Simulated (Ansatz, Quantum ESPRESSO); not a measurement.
# TaBi (Pm-3m): phonons by linear response, part 3 of 4

How does TaBi (Pm-3m) vibrate, and is this structure a minimum?

Quantum ESPRESSO 7.5; DFT LDA, scalar-relativistic, plane waves, PseudoDojo norm-conserving pseudopotentials.

So far. Step 5 (Phonons on a q mesh): The acoustic modes at Γ come out as far as 1.0 cm⁻¹ from zero, where they should vanish, a small numerical error. The relaxed cell has a = 3.442 Å (conventional setting).

The structure was built from a prototype and need not be the compound's stable phase.

## (7) Dispersion

From the force constants any wavevector is cheap; points of the mesh come back as solved, but for the sum rule and, in polar crystals, the LO-TO term at Γ; the rest is interpolation.

Input file matdyn.in:

```
&INPUT
  asr              = 'simple'
  flfrc            = 'x.fc'
  flfrq            = 'x.freq'
  flvec            = 'x.modes'
  q_in_band_form   = .true.
  q_in_cryst_coord = .true.
/
8
  0.0000000   0.0000000   0.0000000  12  ! GAMMA
  0.0000000   0.5000000   0.0000000  12  ! X
  0.5000000   0.5000000   0.0000000  12  ! M
  0.0000000   0.0000000   0.0000000  12  ! GAMMA
  0.5000000   0.5000000   0.5000000  12  ! R
  0.0000000   0.5000000   0.0000000   1  ! X
  0.5000000   0.5000000   0.5000000  12  ! R
  0.5000000   0.5000000   0.0000000   1  ! M
```

Command:

```sh
$ matdyn.x -in matdyn.in > matdyn.out
```

Numbers of over 12 decimals in the logs are rounded to 6 here.

The program printed:

```text
[banner, memory and clock lines left out]
Program MATDYN v.7.5

 mass for atomic type   1 not given; uses mass from file x.fc
 mass for atomic type   2 not given; uses mass from file x.fc
     Message from routine matdyn:
     Z* not found in file x.fc, TO-LO splitting at q=0 will be absent!
     Message from routine matdyn:
     Z* not found in file x.fc, TO-LO splitting at q=0 will be absent!

Note: The following floating-point exceptions are signalling: IEEE_UNDERFLOW_FLAG
```

Run time: 0.58 s. Hardware: 1 thread of Intel Xeon Platinum 8375C at 2.90GHz (Ice Lake), shared host.

Read from the output:

```
lowest frequency on the path      : 0 cm⁻¹
mean frequency                    : 97.7 cm⁻¹
Debye temperature (second moment) : 191 K
logarithmic mean frequency        : 91.8 cm⁻¹
```

Matdyn.x, sum rule simple. Phonon branches along the path, in cm⁻¹:

```
    point  branch 1  branch 2  branch 3  branch 4  branch 5  branch 6
        Γ         0         0         0       135       135       135
  halfway        51        51        68       124       124       135
        X        90        90        94        98        98       135
  halfway        66        70        93       110       125       138
        M        46        46        88       127       138       138
  halfway        46        72        90       114       120       138
        Γ         0         0         0       135       135       135
  halfway        66        66        87       116       129       129
        R        47        47        47       137       137       137
  halfway        56        76        90       113       125       138
        X        90        90        94        98        98       135
jump to R        47        47        47       137       137       137
  halfway        49        49        96       115       137       137
        M        46        46        88       127       138       138
```

The phonon branches as a text plot (rows in cm⁻¹):

```
    136 |*****************************     **********************
    130 |  *        **    *    **   * ******     ***       *
    124 |   *         **** * **      *   *        * **         **
    118 |    *     * *    ****          *          *  *     *
    113 |     *   * *                 *             *        **
    107 |        * *                   *             ***
    101 |      **                                      ***    *
     95 |      *****                   *             **  *   *
     90 |     ****  *********           *           *  ***     **
     84 |        **          *        *            *  **    *
     78 |    *    **       **            *        * **
     72 |     *    *          *          **        *
     66 |   *       *     *          *  * **     **   *    *
     61 |    *      **       *         *   *    **   *
     55 |            *   *     *            **  *  **
     49 |  **         ******* *       *       *****       *******
     43 |                    *      *
     38 |                     ***    *
     32 |  *                   *
     26 | *                     *  **
     20 | *                     **
     14 |*                       * *
      9 |*                       *
      3 |                         *
         Γ      X      M          Γ            R        X|R     M
```

Lowest modes at the softest wavevector of the mesh; phase exp(i q.(R + tau)). Modes at q = (0.000, 0.500, 0.500), with each element's share of the kinetic energy:

```
mode  frequency (cm⁻¹)  Bi %  Ta %
   1              46.2    24    76
   2              46.2    24    76
   3              88.3   100     0
   4             127.2     0   100
   5             138.2    76    24
   6             138.2    76    24
```

Displacements in mode 1 (46.2 cm⁻¹), the largest set to 1, in the home cell:
```
Bi1  0.00 -0.52  0.00
Ta2  0.00  0.00 -1.00
```

Displacements in mode 6 (138.2 cm⁻¹), the largest set to 1, in the home cell:
```
Bi1  0.00  0.00  1.00
Ta2  0.00 -0.60  0.00
```

Force constants by pair (phonopy on the run's constants); pairs near half the supercell's span include their periodic images. Pair force constants, by row:

```
atom  neighbour  distance (Å)  third of the trace (eV/Å²)  along the pair's line (eV/Å²)
 Bi1     itself             0                       9.863                              –
 Bi1         Ta         2.981                     -0.8148                         -2.108
 Bi1         Bi         3.442                     -0.9943                         -3.031
 Bi1         Bi         4.868                       0.198                         0.1088
 Bi1         Bi         5.963                     -0.9553                        -0.9553
 Ta2     itself             0                       5.476                              –
 Ta2         Bi         2.981                     -0.8148                         -2.108
 Ta2         Ta         3.442                      0.5388                          1.573
 Ta2         Ta         4.868                     -0.4927                         -1.085
 Ta2         Ta         5.963                      0.9037                         0.9037
```

Harmonic mean-square displacement, third of the trace. Mean-square displacements:

```
T (K)  Bi1 U_eq (Å²)  Ta2 U_eq (Å²)
    0        8.30e-4        0.00123
  100        0.00167        0.00284
  300        0.00452        0.00795
  600        0.00894        0.01579
```

Mode patterns, pair constants, displacements and means over the zone were worked out by phonopy from the force constants of q2r.x.

All branches are real along the path.

## (8) Sums over the zone

Sums over the zone need many more wavevectors than were solved, so the interpolation is sampled on a dense mesh.

Input file matdyn.in:

```
&INPUT
  asr    = 'simple'
  flfrc  = 'x.fc'
  dos    = .true.
  fldos  = 'x.dos'
  nk1    = 13
  nk2    = 13
  nk3    = 13
  deltaE = 0.3
/
```

Command:

```sh
$ matdyn.x -in matdyn.in > matdyn.out
```

The program printed:

```text
[banner, memory and clock lines left out]
Program MATDYN v.7.5

 mass for atomic type   1 not given; uses mass from file x.fc
 mass for atomic type   2 not given; uses mass from file x.fc
     Message from routine matdyn:
     Z* not found in file x.fc, TO-LO splitting at q=0 will be absent!

Note: The following floating-point exceptions are signalling: IEEE_UNDERFLOW_FLAG
```

Elapsed: 3.2 s, on 1 thread.

Read from the output:

```yaml
share_of_modes_beyond_3i_cm_minus1_on_the_dense_interpolated_mesh: 0
zero_point_energy_per_atom: 18.13 meV
heat_capacity_at_300_k: 24.45 J/(mol atoms K)
vibrational_entropy_at_300_k: 45.68 J/(mol atoms K)
```

The phonon density of states has structure finer than the step of the table below, so its rows give means over 5 cm⁻¹, whole bins alone (the curve runs from 0 to 139 cm⁻¹). Peaks (cm⁻¹: height): total 50.4: 0.0946, 90.9: 0.129, 113.4: 0.126, 137.7: 0.354; Bi 112.5: 0.0792, 137.7: 0.276; Ta 50.4: 0.0746, 90.9: 0.0923, 113.4: 0.0478, 137.7: 0.0786.

Tetrahedra. Table of phonon density of states by wavenumber; means over each step; values in 1/cm⁻¹/cell:

```
wavenumber (cm⁻¹)    total       Bi       Ta
                5   5.5e-5   2.7e-5   2.7e-5
               10   2.0e-4   1.0e-4   9.2e-5
               15   5.5e-4   2.9e-4   2.6e-4
               20  0.00150   7.8e-4   7.2e-4
               25  0.00237  0.00122  0.00115
               30  0.00381  0.00193  0.00188
               35  0.00581  0.00286  0.00295
               40  0.00825  0.00392  0.00433
               45   0.0150  0.00636  0.00869
               50   0.0671   0.0168   0.0503
               55   0.0741   0.0194   0.0547
               60   0.0631   0.0171   0.0460
               65   0.0435   0.0123   0.0312
               70   0.0447   0.0127   0.0320
               75   0.0485   0.0141   0.0344
               80   0.0442   0.0116   0.0327
               85   0.0344  0.00678   0.0276
               90   0.0904   0.0287   0.0617
               95   0.0392   0.0213   0.0178
              100   0.0151  0.00983  0.00526
              105   0.0172  0.00989  0.00727
              110   0.0569   0.0334   0.0235
              115   0.0945   0.0573   0.0372
              120   0.0702   0.0429   0.0274
              125   0.0689   0.0468   0.0222
              130   0.0559   0.0414   0.0145
              135    0.176    0.134   0.0415
```

Harmonic thermodynamic functions per atom, summed over the density of states scaled to three modes an atom; melting is ignored. Thermodynamic functions:

```
T (K)  F_vib (meV/atom)  S (J/mol-atom/K)  C_V (J/mol-atom/K)
    0             18.13                 0                   0
   50             16.84             7.834               13.66
  100              9.45             20.14                  21
  200            -20.35             35.87               23.86
  300            -62.93             45.68               24.45
  400            -114.1             52.75               24.66
  500            -171.8             58.27               24.76
  600            -234.6             62.79               24.82
  700            -301.6             66.61               24.85
  800            -372.4             69.93               24.87
  900            -446.5             72.86               24.89
 1000            -523.4             75.49                24.9
```

At 300 K the heat capacity has reached 98 % of the Dulong-Petit value.

## (9) Zone-centre analysis

A rigid shift of the crystal must cost nothing, but grids and finite bases break this; the acoustic sum rule is imposed before the matrix is diagonalised again.

Input file dynmat.in:

```
&INPUT
  fildyn = 'x.dyn1'
  asr    = 'simple'
  fileig = 'dynmat.eig'
/
```

Command:

```sh
$ dynmat.x -in dynmat.in > dynmat.out
```

The program printed:

```text
[banner, memory and clock lines left out]
Program DYNMAT v.7.5

     Reading Dynamical Matrix from file x.dyn1
     ...Force constants read
     ...epsilon and Z* not read (not found on file)
     A direction for q was not specified:TO-LO splitting will be absent

     Polarizability (A^3 units)
     multiply by 1.000000 for Clausius-Mossotti correction
         0.000000    0.000000    0.000000
         0.000000    0.000000    0.000000
         0.000000    0.000000    0.000000

     IR activities are in (D/A)^2/amu units

# mode   [cm-1]    [THz]      IR
    1     -0.00   -0.0000    0.0000
    2     -0.00   -0.0000    0.0000
    3     -0.00   -0.0000    0.0000
    4    135.20    4.0532    0.0000
    5    135.20    4.0532    0.0000
    6    135.20    4.0532    0.0000
```

The job ended after 0.58 s (1 thread).

Unit eigenvectors of the mass-weighted matrix after the sum rule; no LO-TO term. Modes at Γ, with each element's share of the kinetic energy:

```
mode  frequency (cm⁻¹)  symmetry  Bi %  Ta %
   1               0.0  acoustic    54    46
   2               0.0  acoustic    54    46
   3               0.0  acoustic    54    46
   4             135.2       T1u    46    54
   5             135.2       T1u    46    54
   6             135.2       T1u    46    54
```

Displacements in mode 5 (135.2 cm⁻¹), the largest set to 1:
```
Bi1  0.00  0.00 -0.87
Ta2  0.00  0.00  1.00
```

The rule moves no optical mode by more than 0.1 cm⁻¹.

## (10) Sum rules set otherwise: a sum rule for molecules or wires on a crystal

This rule also removes rotations, which suits molecules and not a crystal; it is tried to see the harm.

Input file dynmat.in:

```
&INPUT
  fildyn = 'x.dyn1'
  asr    = 'zero-dim'
  fileig = 'dynmat.eig'
/
```

Command:

```sh
$ dynmat.x -in dynmat.in > dynmat.out
```

The program printed:

```text
[banner, memory and clock lines left out]
Program DYNMAT v.7.5

     Reading Dynamical Matrix from file x.dyn1
     ...Force constants read
     ...epsilon and Z* not read (not found on file)
     Acoustic Sum Rule: || Z*(ASR) - Z*(orig)|| =    0.000000E+00
     Acoustic Sum Rule: ||dyn(ASR) - dyn(orig)||=    3.794650E-01
     A direction for q was not specified:TO-LO splitting will be absent

     Polarizability (A^3 units)
     multiply by 1.000000 for Clausius-Mossotti correction
         0.000000    0.000000    0.000000
         0.000000    0.000000    0.000000
         0.000000    0.000000    0.000000

     IR activities are in (D/A)^2/amu units

# mode   [cm-1]    [THz]      IR
    1     -0.00   -0.0000    0.0000
    2     -0.00   -0.0000    0.0000
    3     -0.00   -0.0000    0.0000
    4      0.00    0.0000    0.0000
    5      0.00    0.0000    0.0000
    6    135.20    4.0531    0.0000
```

Wall time 0.58 s (1 thread).

The run ended normally, but on settings that are not sound.

The fault: a sum rule for molecules or wires on a crystal; 2 optical modes are projected out to zero frequency, as if they were rotations.

For a crystal the rule has to be 'simple' or 'crystal'.

Zone-centre frequencies as printed; negative means imaginary. Modes:

```
mode  frequency (cm⁻¹)
   1                 0
   2                 0
   3                 0
   4                 0
   5                 0
   6             135.2
```

## (11) Sum rules set otherwise (asr no)

Without the rule the raw error of the acoustic modes shows.

Input file dynmat.in:

```
&INPUT
  fildyn = 'x.dyn1'
  asr    = 'no'
  fileig = 'dynmat.eig'
/
```

Command:

```sh
$ dynmat.x -in dynmat.in > dynmat.out
```

The program printed:

```text
[banner, memory and clock lines left out]
Program DYNMAT v.7.5

     Reading Dynamical Matrix from file x.dyn1
     ...Force constants read
     ...epsilon and Z* not read (not found on file)
     A direction for q was not specified:TO-LO splitting will be absent

     Polarizability (A^3 units)
     multiply by 1.000000 for Clausius-Mossotti correction
         0.000000    0.000000    0.000000
         0.000000    0.000000    0.000000
         0.000000    0.000000    0.000000

     IR activities are in (D/A)^2/amu units

# mode   [cm-1]    [THz]      IR
    1     -1.04   -0.0313    0.0000
    2     -1.04   -0.0313    0.0000
    3     -1.04   -0.0313    0.0000
    4    135.20    4.0531    0.0000
    5    135.20    4.0531    0.0000
    6    135.20    4.0531    0.0000
```

Elapsed: 0.58 s, on 1 thread.

Zone-centre frequencies as printed; negative means imaginary. Modes:

```
mode  frequency (cm⁻¹)
   1             -1.04
   2             -1.04
   3             -1.04
   4             135.2
   5             135.2
   6             135.2
```

Against the first rule no mode moves by more than 1.1 cm⁻¹.

## (12) The dispersion under another sum rule (asr crystal)

The sum rule corrects the force constants themselves, so it can shift branches at any wavevector, low ones most.

Input file matdyn.in:

```
&INPUT
  asr              = 'crystal'
  flfrc            = 'x.fc'
  flfrq            = 'x.freq'
  flvec            = 'x.modes'
  q_in_band_form   = .true.
  q_in_cryst_coord = .true.
/
8
  0.0000000   0.0000000   0.0000000   8  ! GAMMA
  0.0000000   0.5000000   0.0000000   8  ! X
  0.5000000   0.5000000   0.0000000   8  ! M
  0.0000000   0.0000000   0.0000000   8  ! GAMMA
  0.5000000   0.5000000   0.5000000   8  ! R
  0.0000000   0.5000000   0.0000000   1  ! X
  0.5000000   0.5000000   0.5000000   8  ! R
  0.5000000   0.5000000   0.0000000   1  ! M
```

Command:

```sh
$ matdyn.x -in matdyn.in > matdyn.out
```

The program printed:

```text
[banner, memory and clock lines left out]
Program MATDYN v.7.5

 mass for atomic type   1 not given; uses mass from file x.fc
 mass for atomic type   2 not given; uses mass from file x.fc
 Norm of the difference between old and new effective charges:    0.000000

 Norm of the difference between old and new force-constants:   2.07029e-05

     Message from routine matdyn:
     Z* not found in file x.fc, TO-LO splitting at q=0 will be absent!
     Message from routine matdyn:
     Z* not found in file x.fc, TO-LO splitting at q=0 will be absent!

Note: The following floating-point exceptions are signalling: IEEE_UNDERFLOW_FLAG
```

Elapsed: 0.59 s, on 1 thread.

At the labelled points the branches move by no more than 0.2 cm⁻¹.

(Continued in part 4 of 4.)

[Host names and launcher messages were left out of these logs when they were recorded.]

[Logs are printed without paths, hosts, clocks, repeated set-up lines and the standing remarks that a program may print on its own settings, such as how far it seeks lower states.]

[Hosts, paths, dates, database ids (printed as entryN), source tags and the programs' standing remarks are cut or masked in the printed files.]
